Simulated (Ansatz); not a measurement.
# How C absorbs and reflects light

What colour and refractive index does C have at this level of theory?

Calculated with Ansatz 0.2.0; DFT, PBE, plane-wave PAW, default files, scalar-relativistic, independent-particle optical response without local fields.

**1. The system as given**

It takes space group Fd-3m (No. 227, cubic). Conventional cell: a = 3.567 Å, b = 3.567 Å, c = 3.567 Å, α = 90.00°, β = 90.00°, γ = 90.00°. C has 4 C at 1.54 Å nearest.

Structure file:

```cif
data_structure
_symmetry_space_group_name_H-M 'Fd-3m:1'
_symmetry_Int_Tables_number 227
_cell_length_a 3.5667
_cell_length_b 3.5667
_cell_length_c 3.5667
_cell_angle_alpha 90.000
_cell_angle_beta 90.000
_cell_angle_gamma 90.000
_cell_volume 45.37
loop_
_atom_site_label
_atom_site_type_symbol
_atom_site_symmetry_multiplicity
_atom_site_Wyckoff_symbol
_atom_site_fract_x
_atom_site_fract_y
_atom_site_fract_z
_atom_site_occupancy
C1 C 8 a 0.25000 0.25000 0.25000 1
```

**2. Ground state and bands**

The self-consistent density comes first; it also tells whether there is a gap, which decides the occupations and the need for a Drude term.

This step: DFT, PBE, plane-wave PAW, default files, scalar-relativistic, ground state (Ansatz 0.2.0).

input.yaml

```yaml
crystal:
  lattice:
    - [0.0, 1.78337, 1.78337]
    - [1.78337, 0.0, 1.78337]
    - [1.78337, 1.78337, 0.0]
  atoms:
    - { symbol: C, position: [0.75, 0.75, 0.75] }
    - { symbol: C, position: [0.5, 0.5, 0.5] }
kpoints:
  mp_grid: { grid: [11, 11, 11] }
  band_path:
    path:
      - [[0.0, 0.0, 0.0], [0.5, 0.0, 0.5], [0.5, 0.25, 0.75], [0.375, 0.375, 0.75], [0.0, 0.0, 0.0], [0.5, 0.5, 0.5], [0.625, 0.25, 0.625], [0.5, 0.25, 0.75], [0.5, 0.5, 0.5], [0.375, 0.375, 0.75]]
      - [[0.625, 0.25, 0.625], [0.5, 0.0, 0.5]]
    npoints: 6
scf:
  occupations: { method: fermi_dirac, width: 0.05 }
  n_extra_bands: 6
hamiltonian:
  xc: pbe
  pseudopotentials: { kind: paw }
output:
  forces: true
  stress: true
  populations: true
  write_bands: true
  write_density: true
  write_potential: true
  elf: true
  volumetric_format: npy
```

The run is started by

```sh
> ansatz run input.yaml --threads 4 --pin off --max-ram 8192MiB --backend cpu --events-out ev --progress --plain --runs-dir out
```

Log:

```text
scf.n_extra_bands = 6 over 4 filled bands (N_el = 8.0): the run solves 10 bands
Engine: ansatz 0.2.0, x86_64-unknown-linux-gnu
Pseudopotentials: kind: paw
Pseudopotential: C, paw, valence charge 4, recommended cutoff 420 eV (normal), C.paw.azcp
Functional definition: PBE
  parameter kappa = 0.804
  parameter beta = 0.066725
  exchange = pbe_x(kappa = kappa, mu = beta*pi^2/3)
  correlation = pbe_c(beta = beta)
Crystal: 2 atoms, lattice volume = 11.344 Å³
Basis set: ecut = 420 eV, 229 PW (Γ), exchange–correlation on 36×36×36 points (8 copies of the dense FFT grid, shifted against one another)
Bands: 10, of which v1, the nominal top of the filled ones, is band 4 counted from 1 (3 counted from 0)
Symmetry: 48 space group operations
Space group: Fd-3m (ITA 227), of the structure as read, at distance tolerance 2.2e-5 Å
k-points: 56 of 1331
Non-local potential: C, projectors of the file, l = 0: 2, l = 1: 2, l = 2: 1
PAW form: soft (Blöchl's): semilocal exchange-correlation on the pseudo side does not see the compensation charge
PAW one-centre angular grid: C, 110 points (default); XC on 64 Gauss nodes
Initial density: superposition of atomic densities (neutral atoms: chi_scale 0, normalization atom), corrected by the library's trained network
Initial wavefunctions: pseudopotential atomic-orbital guess
Functional: x = pbe(κ = 0.804, μ = 0.219515), c = pbe(β = 0.066725)
SCF iter   1: F=—  HF=-501.615361 eV  |F-HF|=—  |Δ(HF+E_count)|=         —  Δρ=1.73e-3  dr2=8.24e-5  ethr=1.77e-3  ⟨swp⟩=4.8  Hψ=3235  notcnv=0  defer=2
preconditioner: auto → none  [insulator: Δε(μ)=4.144 eV  Ē_g=23.214 eV  σ=0.050 eV  W_gap=1.00  n_scr=0 (ndim 8)  ℏωp=31.2 eV  f_vac=0.000  D(μ)=0.00/eV (n_scr^D=0)  ε∞_Penn≈2.8]
SCF iter   2: F=—  HF=-501.615426 eV  |F-HF|=—  |Δ(HF+E_count)|=   6.52e-5  Δρ=9.31e-4  dr2=2.95e-5  ethr=1.03e-6  ⟨swp⟩=2.1  Hψ=1209  notcnv=0  defer=30
SCF iter   3: F=—  HF=-501.615477 eV  |F-HF|=—  |Δ(HF+E_count)|=   5.11e-5  Δρ=2.23e-4  dr2=3.85e-6  ethr=3.68e-7  ⟨swp⟩=2.0  Hψ=678  notcnv=0  defer=30
SCF iter   4: F=—  HF=-501.615476 eV  |F-HF|=—  |Δ(HF+E_count)|=   1.15e-6  Δρ=8.79e-5  dr2=5.97e-7  ethr=4.81e-8  ⟨swp⟩=1.6  Hψ=546  notcnv=0  defer=30
iter 5 did not close the SCF: its close was put off for the readings that it lacked (scf_convergence_deferred on its scf_iter line)
SCF iter   5: F=-501.615476 eV  HF=-501.615476 eV  |F-HF|=4.39e-10  |Δ(HF+E_count)|=   2.03e-7  Δρ=2.23e-6  dr2=1.77e-10  ethr=7.46e-9  ⟨swp⟩=2.4  Hψ=684  notcnv=0  defer=30
SCF iter   6: F=-501.615476 eV  HF=-501.615476 eV  |F-HF|=8.75e-12  |Δ(HF+E_count)|=  4.96e-10  Δρ=4.68e-7  dr2=2.19e-11  ethr=2.22e-12  ⟨swp⟩=6.4  Hψ=2799  notcnv=0
SCF 1 converged in 6 iterations: F = -501.615476 eV  dr2 = 2.19e-11
  greatest PAW one-centre occupation: 0.644 electrons in one spin orbital (limit 2), on the C atom at site 1 (counted from 0), in its partial waves of l = 0
NSCF: frozen V_eff on 62 k-points
SCF converged after 6 iterations
Free energy (F): -501.615476 eV
Harris-Foulkes:  -501.615476 eV  (|F-HF|=8.75e-12)
Internal energy: -501.615476 eV  (E = F + TS)
E sigma→0 (E₀):  -501.615476 eV
Fermi energy:    15.366689 eV
--- Per-component energies (eV) ---
  E_band       = 34.706679
  E_kinetic    = 184.535915
  E_local      = -122.400120  (includes V_loc(G=0)·N_el)
  E_nonlocal   = 53.316545
  E_hartree    = 26.768518
  E_xc         = -97.431391
  E_vxc        = -120.957094  (∫ρ·V_xc dr)
  E_paw        = -198.443597  (= ΣΔE_a)
  E_vpaw       = -13.325661  (= ΣTr[D̂ρ^β])
  E_aug_tail   = 0.000018  (compensation charges beyond the density's cutoff)
  E_ewald      = -347.961363
  E_smearing   = -0.000000  (= −TS)
  E_closure    = 0.000000  (closes the sum)
  Σ components = -501.615476   (vs F -501.615476, Δ=0.00e0)
--- Forces (eV/Å), atoms counted from 1 ---
  atom   1  C     -0.00000000     0.00000000    -0.00000000
  atom   2  C     -0.00000000     0.00000000    -0.00000000
  max |Σ_I F_I| component: 1.30e-16 eV/Å
--- Stress (GPa, compression-positive) ---
        1.772141       0.000000      -0.000000
       -0.000000       1.772141       0.000000
        0.000000      -0.000000       1.772141
  P = ⅓ Tr σ = 1.7721 GPa (17.721 kbar)
--- Band table (eV; the first three rows and the last of 56) ---
  k-point 0: bands = ["-8.1626", "13.3165", "13.3165", "13.3165", "18.9104", "18.9104", "18.9104", "26.5945", "32.5704", "39.8360"]
  k-point 1: bands = ["-7.9338", "11.8896", "12.9387", "12.9387", "19.4055", "19.4055", "19.7282", "26.7927", "32.9469", "37.5178"]
  k-point 2: bands = ["-7.2511", "9.0504", "12.1532", "12.1532", "20.4251", "20.4251", "20.8734", "27.3559", "33.6726", "35.9435"]
  k-point 55: bands = ["0.6519", "1.8260", "4.4047", "5.9885", "22.4582", "24.6234", "25.9138", "26.2991", "33.3759", "35.6722"]
--- Löwdin populations: 2 sites ---
  site symbol       q [e]
     0      C      3.9861
     1      C      3.9861
  spilling = 0.003486 (of n_electrons = 8.000000)
```

Wall time 0.3 s (4 threads of Intel Xeon Platinum 8488C (Sapphire Rapids), shared host); peak memory 0.39 GiB.

Reading the cycles: dr2 is the Hartree energy of the density residual (eV), the measure of convergence; HF is the Harris–Foulkes estimate of the energy, which meets the free energy F at convergence.

Numbers from this step:

* free energy: -501.6155 eV
* Fermi energy: 15.37 eV
* gap by band count: 4.136 eV
* electrons: 8
* symmetry operations: 48
* pressure: 1.772 GPa
* gap on the k-mesh: 4.136 eV
* volume: 11.34 Å³
* gap on the path: 4.160 eV
* least direct gap on the path: 5.594 eV

There is a gap, 4.16 eV on the path, so no carriers' term is needed. The cell is left with a pressure of 1.8 GPa, as it stands unrelaxed at this level.

The electronic bands at the labelled points (eV, zero at the Fermi level; v1 is the highest filled band, c1 the lowest empty one):

| point | v3 | v2 | v1 | c1 | c2 | c3 | c4 |
| --- | --- | --- | --- | --- | --- | --- | --- |
| Γ | -2.05 | -2.05 | -2.05 | 3.54 | 3.54 | 3.54 | 11.23 |
| halfway | -6.57 | -6.18 | -6.18 | 2.40 | 8.19 | 9.53 | 9.53 |
| X | -14.82 | -8.36 | -8.36 | 2.72 | 2.72 | 14.75 | 14.75 |
| halfway | -14.48 | -9.37 | -9.37 | 4.83 | 4.83 | 13.50 | 13.50 |
| W | -14.03 | -10.38 | -10.38 | 8.57 | 8.57 | 10.25 | 10.25 |
| halfway | -13.72 | -11.12 | -8.64 | 5.42 | 8.78 | 11.38 | 12.29 |
| K | -13.79 | -11.37 | -7.42 | 3.63 | 8.69 | 12.31 | 13.56 |
| halfway | -8.56 | -7.62 | -3.80 | 6.10 | 6.59 | 8.00 | 11.58 |
| Γ | -2.05 | -2.05 | -2.05 | 3.54 | 3.54 | 3.54 | 11.23 |
| halfway | -8.64 | -3.80 | -3.80 | 5.74 | 5.74 | 6.09 | 12.55 |
| L | -15.43 | -4.86 | -4.86 | 6.42 | 6.42 | 6.78 | 13.63 |
| halfway | -14.66 | -7.92 | -5.99 | 5.12 | 8.80 | 9.67 | 12.89 |
| U | -13.79 | -11.37 | -7.42 | 3.63 | 8.69 | 12.31 | 13.56 |
| halfway | -13.72 | -11.12 | -8.64 | 5.42 | 8.78 | 11.38 | 12.29 |
| W | -14.03 | -10.38 | -10.38 | 8.57 | 8.57 | 10.25 | 10.25 |
| halfway | -14.42 | -8.37 | -6.74 | 6.25 | 7.39 | 10.99 | 12.80 |
| L | -15.43 | -4.86 | -4.86 | 6.42 | 6.42 | 6.78 | 13.63 |
| halfway | -14.66 | -7.92 | -5.99 | 5.12 | 8.80 | 9.67 | 12.89 |
| K | -13.79 | -11.37 | -7.42 | 3.63 | 8.69 | 12.31 | 13.56 |
| jump to U | -13.79 | -11.37 | -7.42 | 3.63 | 8.69 | 12.31 | 13.56 |
| halfway | -14.56 | -9.62 | -8.12 | 2.95 | 4.62 | 14.06 | 14.39 |
| X | -14.82 | -8.36 | -8.36 | 2.72 | 2.72 | 14.75 | 14.75 |

The electronic bands as a text plot (rows in eV, shown from -10.1 to 8.1 only):

```
    7.7 |            ++    ++++            +       +++    +
    7.0 |  ++                           +++         + ++++    +
    6.2 |           +      +++++      +++++      +   +++++
    5.5 |     ++       +            +++    ++             ++
    4.7 | +               +    +++  ++       +  +           +  +
    3.9 |       +  +    ++      ++ +          ++             +
    3.2 |++++     +               +                           +++
    2.4 |    +++++                                              +
    1.7 |
    0.9 |
    0.2 |
   -0.6 |
   -1.3 |
   -2.1 |*                      ****
   -2.9 | *                    ***  **
   -3.6 |                    ** ** *  *
   -4.4 |  **                          **
   -5.1 |                  **  *         ***           ****
   -5.9 |    *                 *    **      *         *    *
   -6.6 |    *            *                * *       **   * *
   -7.4 |     **        **   **               **             **
   -8.2 |       ***                         *   *   **     *   **
   -8.9 |     **   *   *     **       *            *
   -9.7 |           * *    **                *   *  *       *  *
         Γ       X    W  K        Γ      L     U  W     L   K|U X
```

ELF in the ac plane of a cell with a along [110], b along [-110] and c along [001] of the cube at fractional y = 0.000, with atoms of C within 0.2 Å of it. It is the smooth field of the valence electrons, not physical close to the nuclei.

Values, 9 rows by 14 columns, each cell a mean:
```
0.31 0.49 0.43 0.23 0.33 0.49 0.36 0.31 0.49 0.43 0.23 0.33 0.49 0.36
0.58 0.44 0.18 0.05 0.10 0.32 0.53 0.58 0.44 0.18 0.05 0.10 0.32 0.53
0.26 0.15 0.05 0.03 0.04 0.10 0.23 0.26 0.15 0.05 0.03 0.04 0.10 0.23
0.05 0.05 0.09 0.16 0.14 0.07 0.05 0.05 0.05 0.09 0.16 0.14 0.07 0.05
0.03 0.12 0.35 0.51 0.44 0.23 0.06 0.03 0.12 0.35 0.51 0.44 0.23 0.06
0.14 0.35 0.50 0.46 0.47 0.43 0.22 0.14 0.35 0.50 0.46 0.47 0.43 0.22
0.50 0.68 0.54 0.15 0.32 0.68 0.58 0.50 0.68 0.54 0.15 0.32 0.68 0.58
0.61 0.86 0.81 0.49 0.68 0.90 0.75 0.61 0.86 0.81 0.49 0.68 0.90 0.75
0.21 0.66 0.79 0.62 0.71 0.79 0.39 0.21 0.66 0.79 0.62 0.71 0.79 0.39
```

Electrostatic potential energy in the ac plane of a cell with a along [110], b along [-110] and c along [001] of the cube at fractional y = 0.000, with atoms of C within 0.2 Å of it. With pseudopotentials it is smooth inside the atoms' cores, unlike the true potential.

Values in eV, 9 rows by 14 columns, each cell a mean:
```
-49 -19   8  13  12  -2 -39 -49 -19   8  13  12  -2 -39
 -4   6  12  14  14  10   0  -4   6  12  14  14  10   0
 12  13  14  14  14  14  13  12  13  14  14  14  14  13
 14  14  14  13  14  14  14  14  14  14  13  14  14  14
 14  13  10   6   8  12  14  14  13  10   6   8  12  14
 13   9 -11 -34 -24   3  12  13   9 -11 -34 -24   3  12
  9   4 -31 -61 -50  -8   9   9   4 -31 -61 -50  -8   9
-21  -6 -14 -38 -27  -4 -15 -21  -6 -14 -38 -27  -4 -15
-59 -27   3   3   4  -8 -49 -59 -27   3   3   4  -8 -49
```

(Part 1 of 2 ends here.)

[Long decimals in the printed logs are rounded to 6 places.]

[Logs are printed without paths, hosts, clocks, repeated set-up lines and the standing remarks that a program may print on its own settings, such as how far it seeks lower states.]

[Hosts, paths, dates, database ids (printed as entryN), source tags and the programs' standing remarks are cut or masked in the printed files.]

[Where the starting crystal was built by hand or by swapping elements, it need not be the compound's stable phase.]

[The count of steps not shown may lack steps that the program refused or didn't finish.]
